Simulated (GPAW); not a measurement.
```
! title: K2Pt (Fm-3m): G0W0 with GPAW, start to end
! method: DFT, LDA, plane waves, PAW (and 1 further level or step)
! program: GPAW 26.7.0
! settings of one run: cutoff 450 eV, GPAW PAW setups 1.2.1 data release, 2×2×2 k-mesh, nbands 138
! cost: 3 runs, 30 s in all on 4 MPI ranks of Arm Neoverse V2, shared host (the runs of this entry)
! notes: The cell and positions are those that the Materials Project relaxed with its own functionals (PBE, PBE+U or r2SCAN), kept fixed. Limits: no spin polarisation; no spin-orbit coupling. The 2×2×2 mesh is coarse for this cell, which bears on the long-range parts of exchange and screening. The runs have no spin polarisation. For a closed low-spin shell that is the natural state; where a d or f shell is open it is a constraint, and the gap is then not the crystal’s own.
! LDA gap: 1.31 eV, indirect
! G0W0 gap on the mesh: 2.21 eV
! GW settings: 2×2×2 mesh, 128 bands, screening to 65 eV, Godby-Needs plasmon pole
! known limits: not at the basis limit; no spin polarisation; d states lean on the start; no spin-orbit coupling; coarse k mesh
CELL_PARAMETERS angstrom
0.00000 3.78146 3.78146
3.78146 0.00000 3.78146
3.78146 3.78146 0.00000
ATOMIC_POSITIONS crystal
K 0.75000 0.75000 0.75000
K 0.25000 0.25000 0.25000
Pt 0.00000 0.00000 0.00000
```

[Paths, hosts, dates, memory and timing lines, banners, echoed tables and standing remarks are left out of the program output.]

[Logs are printed without paths, hosts, clocks, repeated set-up lines and the standing remarks that a program may print on its own settings, such as how far it seeks lower states.]

[Runs of the session that timed out or met a known fault of the program may be left out.]

[No measured gap is set beside runs whose start may be inverted or whose files or cutoffs have a known fault.]

[Hosts, paths, dates, database ids (printed as entryN), source tags and the programs' standing remarks are cut or masked in the printed files.]
